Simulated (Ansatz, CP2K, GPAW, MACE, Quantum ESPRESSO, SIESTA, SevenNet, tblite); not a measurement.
# CP2K on random packing of Nb14Si86 (at. %) (102 atoms): settings against a plane-wave reference

Aim: run random packing of Nb14Si86 (at. %) (102 atoms) in CP2K and see how near its forces come to a plane-wave reference, and at what cost.

Main program and level: CP2K 2026.2; the method is named at each step.

### Step 1. Starting point

The cell holds 102 atoms: 14 Nb and 88 Si. Cell: a = 12.543 Å, b = 12.543 Å, c = 12.543 Å, α = 90.0°, β = 90.0°, γ = 90.0°. 102 atoms (14 Nb, 88 Si) packed at random in a cube at 3.17 g/cm³ and pushed apart as soft spheres; a start for melting by ab initio MD, not an equilibrated structure. Then every atom was moved at random, 0.05 Å r.m.s. a Cartesian component.

The yardstick, on the same geometry:

| Quantity | Value |
| --- | --- |
| method | Kohn-Sham DFT, PBE, SSSP efficiency 1.3.0 pseudopotentials, plane waves (Quantum ESPRESSO 7.5); sssp-pbe-1.3.0-efficiency, cutoffs 45/360 Ry, Γ point |
| r.m.s. force component | 1.429 eV/Å |
| longest force | 7.038 eV/Å |
| pressure | -1.522 GPa |
| time | 7.9 min on 4 MPI ranks of Arm Neoverse V2, shared host |
| CPU time | 31 min |

### Step 2. PBE, DZVP-UZH, 600/50 Ry, diagonalisation

Method: Kohn-Sham DFT, PBE, GTH-PBE pseudopotentials, Gaussian and plane waves, DZVP-MOLOPT (UZH set), diagonalisation.

input.inp reads:

```
&GLOBAL
  PROJECT cell
  RUN_TYPE ENERGY_FORCE
  PRINT_LEVEL LOW
&END GLOBAL
&FORCE_EVAL
  METHOD QS
  STRESS_TENSOR ANALYTICAL
  &DFT
    BASIS_SET_FILE_NAME BASIS_MOLOPT_UZH
    POTENTIAL_FILE_NAME POTENTIAL_UZH
    &MGRID
      CUTOFF 600
      REL_CUTOFF 50
      NGRIDS 5
    &END MGRID
    &QS
      EPS_DEFAULT 1.0E-12
    &END QS
    &SCF
      SCF_GUESS ATOMIC
      EPS_SCF 1.0E-06
      MAX_SCF 200
      ADDED_MOS 52
      &DIAGONALIZATION
        ALGORITHM STANDARD
      &END DIAGONALIZATION
      &SMEAR ON
        METHOD FERMI_DIRAC
        ELECTRONIC_TEMPERATURE [K] 580
      &END SMEAR
      &MIXING
        METHOD BROYDEN_MIXING
        ALPHA 0.15
        NBROYDEN 8
      &END MIXING
      &PRINT
        &RESTART OFF
        &END RESTART
      &END PRINT
    &END SCF
    &XC
      &XC_FUNCTIONAL PBE
      &END XC_FUNCTIONAL
    &END XC
    &PRINT
      &MULLIKEN ON
      &END MULLIKEN
      &HIRSHFELD ON
        SHAPE_FUNCTION DENSITY
      &END HIRSHFELD
      &MO ON
        EIGENVALUES T
        OCCUPATION_NUMBERS T
        MO_INDEX_RANGE 256 279
        &EACH
          QS_SCF 0
        &END EACH
        ADD_LAST NUMERIC
      &END MO
    &END PRINT
  &END DFT
  &SUBSYS
    &CELL
      A 12.54330 0.00000 0.00000
      B 0.00000 12.54330 0.00000
      C 0.00000 0.00000 12.54330
    &END CELL
    &COORD
      Nb 10.64863 4.65632 2.47291
      Nb 2.93551 3.56380 1.60730
      Nb 9.84649 7.36204 9.26047
      Nb 10.23420 5.35135 11.31017
      Nb 1.08311 1.56089 9.18082
      Nb 4.68292 10.33342 7.05761
      Nb 2.71186 11.99528 7.80168
      Nb 6.54773 8.55353 5.53009
      Nb 10.08983 9.22209 12.03668
      Nb 1.30300 7.81811 5.38685
      Nb 11.97634 8.49520 10.32389
      Nb 3.02306 5.95556 7.27348
      Nb 11.46157 1.89818 7.75979
      Nb 7.42526 3.66917 0.54714
      Si 5.20208 7.37621 7.55784
      Si 11.12967 1.78592 10.81245
      Si 7.23410 6.80951 3.55791
      Si 2.14453 5.81231 2.46476
      Si 0.10750 5.91542 11.12051
      Si 7.59610 9.66762 11.34090
      Si 10.44957 12.36870 12.31928
      Si 9.60014 10.31436 1.84675
      Si 5.16044 0.87088 5.10751
      Si 8.82647 1.54483 12.06201
      Si 0.04641 5.77506 1.18120
      Si 8.69865 10.65553 6.62086
      Si 4.66347 11.58186 0.50386
      Si 5.65916 2.73168 10.24273
      Si 0.03550 10.78310 0.26792
      Si 3.84113 8.25663 5.38333
      Si 4.95912 1.06969 7.79554
      Si 3.48353 9.67741 10.44330
      Si 10.81471 11.51249 5.53285
      Si 5.77431 0.00916 9.77111
      Si 5.33605 10.70633 4.18670
      Si 2.05610 9.41287 7.27135
      Si 8.04038 8.54751 1.15198
      Si 6.71067 8.81292 2.74184
      Si 12.08672 3.29124 4.40947
      Si 9.83269 4.05312 8.48090
      Si 2.90390 2.30182 7.42839
      Si 8.79912 6.53531 1.67754
      Si 7.17853 1.96152 8.43738
      Si 3.02795 1.04824 0.46837
      Si 3.51940 8.91264 0.84993
      Si 9.46568 0.50825 2.56360
      Si 1.13956 6.97997 8.89383
      Si 5.33655 4.96326 1.36898
      Si 5.96885 7.15733 10.68037
      Si 8.17572 6.83635 7.15232
      Si 7.22983 5.49284 9.23049
      Si 8.10234 0.43826 4.23537
      Si 1.51260 2.06425 3.62978
      Si 4.69609 4.24628 8.66228
      Si 7.39026 12.09375 1.70777
      Si 7.68704 4.83406 5.65314
[... 42 atom lines left out ...]
      Si 10.26694 2.66257 0.90826
      Si 4.85890 5.77945 11.95652
      Si 10.96535 9.98221 3.70328
      Si 1.31266 10.18679 10.88583
    &END COORD
    &KIND Nb
      BASIS_SET DZVP-MOLOPT-PBE-GTH-q13
      POTENTIAL GTH-PBE-q13
    &END KIND
    &KIND Si
      BASIS_SET DZVP-MOLOPT-PBE-GTH-q4
      POTENTIAL GTH-PBE-q4
    &END KIND
  &END SUBSYS
  &PRINT
    &FORCES ON
    &END FORCES
    &STRESS_TENSOR ON
    &END STRESS_TENSOR
  &END PRINT
&END FORCE_EVAL
```

On the command line:

```console
> OMP_NUM_THREADS=2 cp2k.psmp -i input.inp > output.txt
```

Numbers of over 12 decimals in the logs are rounded to 6 here.

The program printed:

```text
CP2K| version string:                                       CP2K version 2026.2
 CP2K| Input file name                                                 input.inp
 GLOBAL| Basis set file name                                    BASIS_MOLOPT_UZH
 GLOBAL| Potential file name                                       POTENTIAL_UZH
 GLOBAL| Run type                                                   ENERGY_FORCE
 GLOBAL| Total number of message passing processes                             1
 GLOBAL| Number of threads for this process                                    2
 TOTAL NUMBERS AND MAXIMUM NUMBERS
  Total number of            - Atomic kinds:                                   2
                             - Atoms:                                        102
                             - Shell sets:                                   102
                             - Shells:                                       552
                             - Primitive Cartesian functions:                436
                             - Cartesian basis functions:                   1666
                             - Spherical basis functions:                   1508
  Maximum angular momentum of- Orbital basis functions:                        3
                             - Local part of the GTH pseudopotential:          2
                             - Non-local part of the GTH pseudopotential:      4
 SCF PARAMETERS         Density guess:                                    ATOMIC
                        max_scf:                                             200
                        eps_scf:                                        1.00E-06
                        added MOs                                        52    0
                        Mixing method:                            BROYDEN_MIXING
                                                charge density mixing in g-space
                        Smear method:                                FERMI_DIRAC
                        Electronic temperature [K]:                        580.0
                        Electronic temperature [a.u.]:                  1.84E-03
                        Accuracy threshold:                             1.00E-10
 Extrapolation method: initial_guess
 Number of electrons:                                                        534
 Number of occupied orbitals:                                                267
 Number of molecular orbitals:                                               319
 Number of orbital functions:                                               1508
 Number of independent orbital functions:                                   1508
 SCF WAVEFUNCTION OPTIMIZATION
  Step     Update method      Time    Convergence         Total energy    Change
     1 NoMix/Diag. 0.15E+00   13.2     0.67576328     -1146.8162608857 -1.15E+03
     2 Broy./Diag. 0.15E+00   18.0     0.39079037     -1165.2518490928 -1.84E+01
     3 Broy./Diag. 0.15E+00   18.0     0.14357781     -1150.8309790664  1.44E+01
     4 Broy./Diag. 0.15E+00   18.2     0.09112689     -1144.0827474968  6.75E+00
[...]
25 Broy./Diag. 0.15E+00   18.5     0.00000154     -1136.2031914592 -2.26E-05
    26 Broy./Diag. 0.15E+00   18.3     0.00000098     -1136.2032030689 -1.16E-05
  *** SCF run converged in    26 steps ***
  Electronic density on regular grids:       -533.9999999998        0.0000000002
  Core density on regular grids:              533.9999999992       -0.0000000008
  Total charge density on r-space grids:       -0.0000000006
  Total charge density g-space grids:          -0.0000000006
  Overlap energy of the core charge distribution:               1.04325e-08
  Self energy of the core charge distribution:              -2347.596120
  Core Hamiltonian energy:                                    517.638500
  Hartree energy:                                             893.991032
  Exchange-correlation energy:                               -200.218416
  Electronic entropic energy:                                  -0.018198
  Fermi energy:                                                 0.255710
  Total energy:                                             -1136.203203
  Total energy (extrapolated to T->0):                      -1136.194104
 MO| EIGENVALUES AND OCCUPATION NUMBERS
 MO|
 MO|  Index      Eigenvalue [a.u.]        Eigenvalue [eV]             Occupation
 MO|    256               0.241158               6.562246               1.999275
 MO|    257               0.241812               6.580040               1.998965
 MO|    258               0.244448               6.651769               1.995662
[...]
MO|    278               0.269932               7.345215               0.000867
 MO|    279               0.271280               7.381892               0.000416
 MO| Sum:                                                             534.000000
 MO| E(Fermi):            0.255710 a.u.          6.958213 eV
 !-----------------------------------------------------------------------------!
                     Mulliken Population Analysis
 #  Atom  Element  Kind  Atomic population                           Net charge
       1     Nb       1         13.425475                             -0.425475
       2     Nb       1         13.390334                             -0.390334
       3     Nb       1         13.031052                             -0.031052
[...]
101     Si       2          3.974841                              0.025159
     102     Si       2          3.960962                              0.039038
 # Total charge                            534.000000                  0.000000
 !-----------------------------------------------------------------------------!
 !-----------------------------------------------------------------------------!
                           Hirshfeld Charges
  #Atom  Element  Kind  Ref Charge     Population                    Net charge
      1       Nb     1      13.000         12.832                         0.168
      2       Nb     1      13.000         12.790                         0.210
      3       Nb     1      13.000         12.817                         0.183
[...]
101       Si     2       4.000          4.013                        -0.013
    102       Si     2       4.000          4.064                        -0.064
  Total Charge                                                            0.000
 !-----------------------------------------------------------------------------!
 ENERGY| Total FORCE_EVAL ( QS ) energy [hartree]          -1136.203226
 FORCES| Atomic forces [hartree/bohr]
 FORCES|   Atom     x               y               z               |f|
 FORCES|      1 -7.29596959E-03  4.60319026E-03  2.06321821E-02   2.23630828E-02
 FORCES|      2  3.83891246E-02 -1.98136908E-02  4.64981972E-03   4.34502940E-02
 FORCES|      3 -1.41484232E-02 -1.33738808E-02 -7.15845148E-03   2.07432397E-02
[...]
FORCES|    101  3.85910702E-02 -7.17559133E-04 -1.02374580E-02   3.99323320E-02
 FORCES|    102 -8.93730309E-04 -2.72935646E-03 -2.51475195E-02   2.53109833E-02
 FORCES| Sum     2.85967382E-06 -2.95347020E-06 -1.07252784E-06
 FORCES| Total atomic force                                       4.24865115E-06
 STRESS| Analytical stress tensor [bar]
 STRESS|                        x                   y                   z
 STRESS|      x       -7.18176959379E+03   2.42432394428E+03  -5.83184998083E+03
 STRESS|      y        2.42432394428E+03  -3.32846904180E+04   1.05809897208E+03
 STRESS|      z       -5.83184998083E+03   1.05809897208E+03  -1.54110032215E+04
 STRESS| 1/3 Trace                                            -1.86258210778E+04
```

Elapsed: 9 min, on 2 threads of Arm Neoverse V2, shared host; peak memory 5 GiB.

Banners, paths, timers and routine set-up lines are dropped from the logs unmarked, and long logs keep their key lines alone; longer cuts are marked.

Numbers from this run, and their distance from the reference:

```yaml
r_m_s_force_component: 1.395 eV/Å
r_m_s_difference_of_force_components: 54.67 meV/Å
longest_difference_of_force_vectors: 190.2 meV/Å
force_difference_over_r_m_s_force: 3.825 %
slope_of_forces_against_the_reference_s: 0.9758
correlation_of_force_components: 0.9995
pressure: -1.863 GPa
pressure_difference: -0.3403 GPa
```

Length of the force difference by element (eV/Å):

```csv
element,atoms,mean,most
Nb,14,0.073,0.12
Si,88,0.087,0.19
```

The surroundings of Si30, whose charge lies farthest from its element's mean, nearest first, numbered as they follow in the input and with coordinates relative to it.

```csv
atom,x,y,z,distance (Å),Hirshfeld charge (e),Fx,Fy,Fz (eV/Å)
Si30,0.00,0.00,0.00,0.00,-0.13,0.78,-0.42,1.45
Si82,-0.38,0.58,-2.20,2.31,0.00,-0.56,0.49,-0.04
Nb10,-2.54,-0.44,0.00,2.58,0.16,-0.52,0.16,-0.71
Si15,1.36,-0.88,2.17,2.71,-0.10,-0.95,-0.70,-1.06
Nb8,2.71,0.30,0.15,2.73,0.18,0.35,-0.19,-0.01
Nb6,0.84,2.08,1.67,2.80,0.14,0.40,-0.85,0.03
Si36,-1.79,1.16,1.89,2.84,-0.09,0.56,0.63,-0.15
Si70,1.22,-2.73,0.19,2.99,0.02,0.50,1.10,0.40
Nb12,-0.82,-2.30,1.89,3.09,0.17,-0.65,-0.42,0.10
Si35,1.49,2.45,-1.20,3.11,-0.02,-0.20,-0.32,0.16
```

Forces lie 3.8 % from the reference's, at 0.53 times its CPU time (on 2 against 4 cores).

### Step 3. Another try, on a changed input

Edit input.inp of step 2 so:

```diff
@@ -21,4 +21,4 @@
       SCF_GUESS ATOMIC
-      EPS_SCF 1.0E-06
-      MAX_SCF 200
+      EPS_SFC 1.0E-06
+      MAX_SCF 60
       ADDED_MOS 52
@@ -69,3 +69,28 @@
     &COORD
-[... 102 atom lines left out: the same atoms as in the first run ...]
+      SCALED
+      Nb 0.84895 0.37122 0.19715
+      Nb 0.23403 0.28412 0.12814
+      Nb 0.78500 0.58693 0.73828
+      Nb 0.81591 0.42663 0.90169
+      Nb 0.08635 0.12444 0.73193
+      Nb 0.37334 0.82382 0.56266
+      Nb 0.21620 0.95631 0.62198
+      Nb 0.52201 0.68192 0.44088
+      Nb 0.80440 0.73522 0.95961
+      Nb 0.10388 0.62329 0.42946
+      Nb 0.95480 0.67727 0.82306
+      Nb 0.24101 0.47480 0.57987
+      Nb 0.91376 0.15133 0.61864
+      Nb 0.59197 0.29252 0.04362
+      Si 0.41473 0.58806 0.60254
+      Si 0.88730 0.14238 0.86201
+      Si 0.57673 0.54288 0.28365
+      Si 0.17097 0.46338 0.19650
+      Si 0.00857 0.47160 0.88657
+      Si 0.60559 0.77074 0.90414
+[... 78 atom lines left out ...]
+      Si 0.81852 0.21227 0.07241
+      Si 0.38737 0.46076 0.95322
+      Si 0.87420 0.79582 0.29524
+      Si 0.10465 0.81213 0.86786
     &END COORD
```

The program printed:

```text
Possible matches for unknown keyword
 EPS_SFC
   keyword EPS_SCF in section %__ROOT__%FORCE_EVAL%DFT%SCF score:  108
   keyword EPS_SCF in section %__ROOT__%FORCE_EVAL%DFT%XAS%SCF score:  108
   keyword EPS_LUMO in section %__ROOT__%FORCE_EVAL%DFT%SCF score:  106
   keyword EPS_DIIS in section %__ROOT__%FORCE_EVAL%DFT%SCF score:  106
   keyword EPS_LUMO in section %__ROOT__%FORCE_EVAL%DFT%XAS%SCF score:  106
 *   ___                                                                       *
 *  /   \                                                                      *
 * [ABORT]                                                                     *
 *  \___/             found an unknown keyword EPS_SFC in section SCF          *
 *    |                                                                        *
 *  O/|                                                                        *
 * /| |                                                                        *
```

Wall time 0.77 s (2 threads); peak memory 0.14 GiB; 0.77 s of CPU time.

The program stopped at the start. The fault in the input: a misspelt keyword (EPS_SCF written as EPS_SFC).

### Step 4. Results

- force difference from the reference: CP2K PBE, DZVP-UZH, 600/50 Ry, diagonalisation, 3.8 %
- its CPU time: 17 min

In words: The PBE run in local orbitals differs by 3.8 % (CP2K PBE, DZVP-UZH, 600/50 Ry, diagonalisation); basis, grid and potentials can all enter. The reference's pressure holds the uncorrected Pulay stress of its 45 Ry basis, so small pressure differences, and their order, may be the reference's own error. The reference's pressure of -1.5 GPa belongs to a cell and atoms that aren't relaxed at this level. The electronic-structure runs sample only Γ, in a cell whose shortest periodic width is 13 Å, which is coarse for a cell with partly filled levels.

[Also dropped from logs without a mark: logging warnings of Python, and SIESTA's first energy breakdown and zero terms.]

[Logs are printed without paths, hosts, clocks, repeated set-up lines and the standing remarks that a program may print on its own settings, such as how far it seeks lower states.]

[Hosts, paths, dates, database ids (printed as entryN), source tags and the programs' standing remarks are cut or masked in the printed files.]
